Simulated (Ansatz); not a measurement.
# Si3N4 (Fd-3m): converging the G0W0 gap

How do accuracy and time trade against each other in G0W0 on Si3N4 (Fd-3m)?

Program: Ansatz 0.2.0. Level of theory: G0W0 on PBE, plane waves, PAW. Results are calculated unless marked as measured.

This is a report of a sequence of runs, with most program output left out.

## Step 1: Set-up

Symmetry: Fd-3m, No. 227, cubic system. Conventional cell: a = 7.787 Å, b = 7.787 Å, c = 7.787 Å, α = 90.00°, β = 90.00°, γ = 90.00°. Si has 6 N at 1.89 Å nearest. Si has 4 N at 1.79 Å nearest. N has 4 Si at 1.79 to 1.89 Å nearest. Farther neighbours and most contacts between anions are not listed.

As a file:

```xyz
14
Lattice="0.0000 3.8937 3.8937 3.8937 0.0000 3.8937 3.8937 3.8937 0.0000" Properties=species:S:1:pos:R:3 pbc="T T T"
Si    2.9203    2.9203    0.9734
Si    2.9203    0.9734    2.9203
Si    0.9734    2.9203    2.9203
Si    0.9734    0.9734    0.9734
Si    5.8406    5.8406    5.8406
Si    3.8937    3.8937    3.8937
N     2.8624    2.8624    2.8624
N     6.8719    4.8092    4.8092
N     4.8092    4.8092    6.8719
N     4.8092    6.8719    4.8092
N     4.9251    4.9251    2.8624
N     4.9251    2.8624    4.9251
N     6.8719    6.8719    6.8719
N     2.8624    4.9251    4.9251
```

The cell and positions are those that the Materials Project relaxed with its own functionals (PBE, PBE+U or r2SCAN), kept fixed. This is not the form that Si3N4 usually takes at ambient conditions. The default PAW set here is soft_2. Its files were made with PBE.

## Step 2: 89 empty bands, screening to 48 eV

G0W0 replaces the xc potential by the self-energy, built once from these orbitals. Only a window of levels is corrected, while the sums run over the empty bands that the input names.

File input.yaml:

```yaml
crystal:
  lattice:
    - [0.0, 3.893718, 3.893718]
    - [3.893718, 0.0, 3.893718]
    - [3.893718, 3.893718, 0.0]
  atoms:
    - { symbol: Si, position: [0.125, 0.125, 0.625] }
    - { symbol: Si, position: [0.125, 0.625, 0.125] }
    - { symbol: Si, position: [0.625, 0.125, 0.125] }
    - { symbol: Si, position: [0.125, 0.125, 0.125] }
    - { symbol: Si, position: [0.75, 0.75, 0.75] }
    - { symbol: Si, position: [0.5, 0.5, 0.5] }
    - { symbol: "N", position: [0.367563, 0.367563, 0.367563] }
    - { symbol: "N", position: [0.352689, 0.882437, 0.882437] }
    - { symbol: "N", position: [0.882437, 0.882437, 0.352689] }
    - { symbol: "N", position: [0.882437, 0.352689, 0.882437] }
    - { symbol: "N", position: [0.367563, 0.367563, 0.897311] }
    - { symbol: "N", position: [0.367563, 0.897311, 0.367563] }
    - { symbol: "N", position: [0.882437, 0.882437, 0.882437] }
    - { symbol: "N", position: [0.897311, 0.367563, 0.367563] }
kpoints:
  mp_grid: { grid: [4, 4, 4] }
hamiltonian:
  xc: pbe
scf:
  occupations: { method: fixed }
gw:
  n_empty_bands: 89
  ecut_chi: 48
  qp_bands: [v4, c4]
  qp_kpoints: band_edges
  screening: { model: contour_deformation }
```

Launch:

```bash
> ansatz run input.yaml --threads 24 --pin off --max-ram 82944MiB --backend cuda --events-out ev --progress --plain --runs-dir out --devices 1 --max-vram 78GiB
```

Wall time 1.8 s (1 × NVIDIA GB200 (shared by 2 runs) with 24 threads of Arm Neoverse V2, shared host); peak memory 1.2 GiB.

This step gave:

```yaml
bands_summed: 121
rpa_eps_infinity_on_this_mesh_eigenvalues: 5.202, 5.202, 5.202
plane_waves_in_the_screening_matrix: 89
q_points_in_the_mesh: 64
g0w0_gap_on_the_mesh: 4.341 eV
k_of_the_valence_top: 0, 0.25, -0.25
k_of_the_conduction_bottom: 0, 0, 0
starting_gap_on_the_mesh: 3.372 eV
z_at_the_valence_top: 0.8120
z_at_the_conduction_bottom: 0.8420
least_direct_g0w0_gap_on_the_computed_points: 4.362 eV
```

The gap on the mesh goes from 3.37 eV to 4.34 eV, a correction of +0.97 eV. Between the two edge states, bare exchange in place of the xc potential would open the gap by 8.60 eV, and correlation takes back 7.63 eV.

## Step 3: 252 empty bands, screening to 96 eV

Another rung: the empty bands reach about as high as the screening cutoff, so the two stay in balance.

input.yaml, as its differences from that of step 2:

```diff
@@ -27,4 +27,4 @@
 gw:
-  n_empty_bands: 89
-  ecut_chi: 48
+  n_empty_bands: 252
+  ecut_chi: 96
   qp_bands: [v4, c4]
```

Wall time 2.5 s (1 × NVIDIA GB200 (shared by 2 runs) with 24 threads); peak memory 1.3 GiB.

This step gave:

```yaml
bands_summed: 284
rpa_eps_infinity_on_this_mesh_eigenvalues: 5.138, 5.138, 5.138
plane_waves_in_the_screening_matrix: 259
q_points_in_the_mesh: 64
g0w0_gap_on_the_mesh: 4.520 eV
k_of_the_valence_top: 0, 0.25, -0.25
k_of_the_conduction_bottom: 0, 0, 0
starting_gap_on_the_mesh: 3.372 eV
z_at_the_valence_top: 0.8032
z_at_the_conduction_bottom: 0.8369
least_direct_g0w0_gap_on_the_computed_points: 4.540 eV
```

Against the run with 4×4×4 mesh, 89 empty bands, screening to 48 eV, the gap moves by +0.18 eV.

## Step 4: 542 empty bands, screening to 160 eV

input.yaml, as its differences from that of step 3:

```diff
@@ -27,4 +27,4 @@
 gw:
-  n_empty_bands: 252
-  ecut_chi: 96
+  n_empty_bands: 542
+  ecut_chi: 160.0
   qp_bands: [v4, c4]
```

The job ended after 6.4 s (1 × NVIDIA GB200 (shared by 2 runs) with 24 threads; peak memory 2 GiB).

This step gave:

- bands summed: 574
- RPA ε∞ on this mesh (eigenvalues): 5.067, 5.067, 5.067
- plane waves in the screening matrix: 537
- G0W0 gap on the mesh: 4.716 eV
- k of the valence top: 0, 0.25, -0.25
- k of the conduction bottom: 0, 0, 0
- starting gap on the mesh: 3.372 eV
- least direct G0W0 gap on the computed points: 4.738 eV

Against the run with 4×4×4 mesh, 252 empty bands, screening to 96 eV, the gap moves by +0.20 eV.

## Step 5: Changing the k mesh: 2×2×2 mesh, 252 empty bands, screening to 96 eV

A second mesh at equal bands and cutoff isolates the sampling error. Bands and cutoff differ from the step before, so it is read against an earlier run that matches them.

input.yaml, as its differences from that of step 4:

```diff
@@ -21,3 +21,3 @@
 kpoints:
-  mp_grid: { grid: [4, 4, 4] }
+  mp_grid: { grid: [2, 2, 2] }
 hamiltonian:
@@ -27,4 +27,4 @@
 gw:
-  n_empty_bands: 542
-  ecut_chi: 160.0
+  n_empty_bands: 252
+  ecut_chi: 96
   qp_bands: [v4, c4]
```

Elapsed: 1.5 s, on 1 × NVIDIA GB200 (shared by 2 runs) with 24 threads; peak memory 1.2 GiB; 3.3 s of CPU time.

Numbers from this step:

```
bands summed                                 : 284
RPA ε∞ on this mesh (eigenvalues)            : 6.218, 6.218, 6.218
plane waves in the screening matrix          : 259
G0W0 gap on the mesh                         : 4.432 eV
k of the valence top                         : 0, 0, 0
k of the conduction bottom                   : 0, 0, 0
starting gap on the mesh                     : 3.334 eV
least direct G0W0 gap on the computed points : 4.432 eV
```

Against the run with 4×4×4 mesh, 252 empty bands, screening to 96 eV, the gap moves by −0.09 eV, while the start moved by −0.04 eV. A band edge is found at another k point on this mesh.

## Step 6: Changing the frequency model: 4×4×4 mesh, 252 empty bands, screening to 96 eV, plasmon pole

A plasmon pole stands in for the full frequency dependence of the screening; this run shows what that costs in accuracy.

input.yaml, as its differences from that of step 5:

```diff
@@ -21,3 +21,3 @@
 kpoints:
-  mp_grid: { grid: [2, 2, 2] }
+  mp_grid: { grid: [4, 4, 4] }
 hamiltonian:
@@ -31,2 +31,2 @@
   qp_kpoints: band_edges
-  screening: { model: contour_deformation }
+  screening: { model: godby_needs }
```

Run time: 3.2 s. Hardware: 1 × NVIDIA GB200 (shared by 2 runs) with 24 threads; peak memory 1.7 GiB.

This step gave:

| Quantity | Value |
| --- | --- |
| bands summed | 284 |
| plasmon-pole fit frequency | 27.34 eV |
| RPA ε∞ on this mesh (eigenvalues) | 5.138, 5.138, 5.138 |
| plane waves in the screening matrix | 259 |
| G0W0 gap on the mesh | 4.490 eV |
| k of the valence top | 0, 0.25, -0.25 |
| k of the conduction bottom | 0, 0, 0 |
| starting gap on the mesh | 3.372 eV |
| least direct G0W0 gap on the computed points | 4.511 eV |

Against the run with 4×4×4 mesh, 252 empty bands, screening to 96 eV, the gap moves by −0.03 eV.

## Step 7: Changing the files: 4×4×4 mesh, 252 empty bands, screening to 96 eV, hard PAW files

Other atomic data (hard PAW) test the pseudisation: the cutoff goes from 420 to 870 eV, with the same valence electrons.

input.yaml, as its differences from that of step 6:

```diff
@@ -24,2 +24,3 @@
   xc: pbe
+  pseudopotentials: { kind: paw, source: ansatz }
 scf:
@@ -31,2 +32,2 @@
   qp_kpoints: band_edges
-  screening: { model: godby_needs }
+  screening: { model: contour_deformation }
```

Wall time 4.8 s (1 × NVIDIA GB200 (shared by 2 runs) with 24 threads); peak memory 1.6 GiB; 14 s of CPU time.

Numbers from this step:

| Item | Value |
| --- | --- |
| bands summed | 284 |
| RPA ε∞ on this mesh (eigenvalues) | 5.139, 5.139, 5.139 |
| plane waves in the screening matrix | 259 |
| G0W0 gap on the mesh | 4.511 eV |
| k of the valence top | 0, 0.25, -0.25 |
| k of the conduction bottom | 0, 0, 0 |
| starting gap on the mesh | 3.359 eV |
| least direct G0W0 gap on the computed points | 4.552 eV |

Against the run with 4×4×4 mesh, 252 empty bands, screening to 96 eV, the gap moves by −0.009 eV.

## Step 8: Convergence and cost

Times are wall times on 1 × NVIDIA GB200 (shared by 2 runs) with 24 threads of Arm Neoverse V2, shared host, good to a factor of about two.

```
 mesh        files            frequency  bands summed  cutoff (eV)  start (eV)  G0W0 (eV)   time  host memory (GiB)
4×4×4  default PAW  contour deformation           121           48       3.372      4.341  1.8 s                1.2
4×4×4  default PAW  contour deformation           284           96       3.372      4.520  2.5 s                1.3
4×4×4  default PAW  contour deformation           574          160       3.372      4.716  6.4 s                2.0
2×2×2  default PAW  contour deformation           284           96       3.334      4.432  1.5 s                1.2
4×4×4  default PAW         plasmon pole           284           96       3.372      4.490  3.2 s                1.7
4×4×4     hard PAW  contour deformation           284           96       3.359      4.511  4.8 s                1.6
```

How the two edges are built up, in eV (the quasiparticle level is the starting level plus Σx plus Σc less Vxc):

```
      run               edge  start      Σx     Σc     Vxc     Z     QP
121 bands        valence top  10.95  -22.34   3.89  -18.55  0.81  11.05
121 bands  conduction bottom  14.32   -8.56  -3.74  -13.37  0.84  15.39
284 bands        valence top  10.95  -22.34   3.36  -18.55  0.80  10.52
284 bands  conduction bottom  14.32   -8.56  -4.09  -13.37  0.84  15.04
574 bands        valence top  10.95  -22.34   3.00  -18.55  0.80  10.16
574 bands  conduction bottom  14.32   -8.56  -4.26  -13.37  0.84  14.87
```

## Step 9: Results

```
121 bands, 48 eV                    : 4.341 eV
284 bands, 96 eV                    : 4.520 eV
574 bands, 160 eV                   : 4.716 eV
estimated limit in bands and cutoff : 4.91 eV
mesh and start                      : 4×4×4, PBE
```

A line in one over the bands through the two highest rungs gives 4.91 eV, +0.19 eV from the top rung; the pair below gives 4.65 eV, so the estimate is still climbing. The rungs stand 0.57 eV (121 bands), 0.39 eV (284 bands) and 0.19 eV (574 bands) from it. From 121 to 574 bands the gap moves by +0.37 eV while the time grows 3.6-fold. Σc changes by −0.89 eV at the valence top and −0.52 eV at the conduction bottom, so the levels themselves move more than the gap between them. On the 2×2×2 mesh in place of 4×4×4 the gap differs by −0.09 eV, of which −0.04 eV is already in the start. The plasmon-pole model gives −0.03 eV against contour deformation, 3 % of the correction, and saved no time in this program. Hard PAW files move the gap by −0.01 eV at equal bands and cutoff, −0.01 eV of it in the start.

[Paths, hosts, dates, memory and timing lines, banners, echoed tables and standing remarks are left out of the program output.]

[Logs are printed without paths, hosts, clocks, repeated set-up lines and the standing remarks that a program may print on its own settings, such as how far it seeks lower states.]

[Runs of the session that timed out or met a known fault of the program may be left out.]

[Cells called generated may have been cut or substituted from an entry of the Crystallography Open Database or the Materials Project.]

[Hosts, paths, dates, database ids (printed as entryN), source tags and the programs' standing remarks are cut or masked in the printed files.]
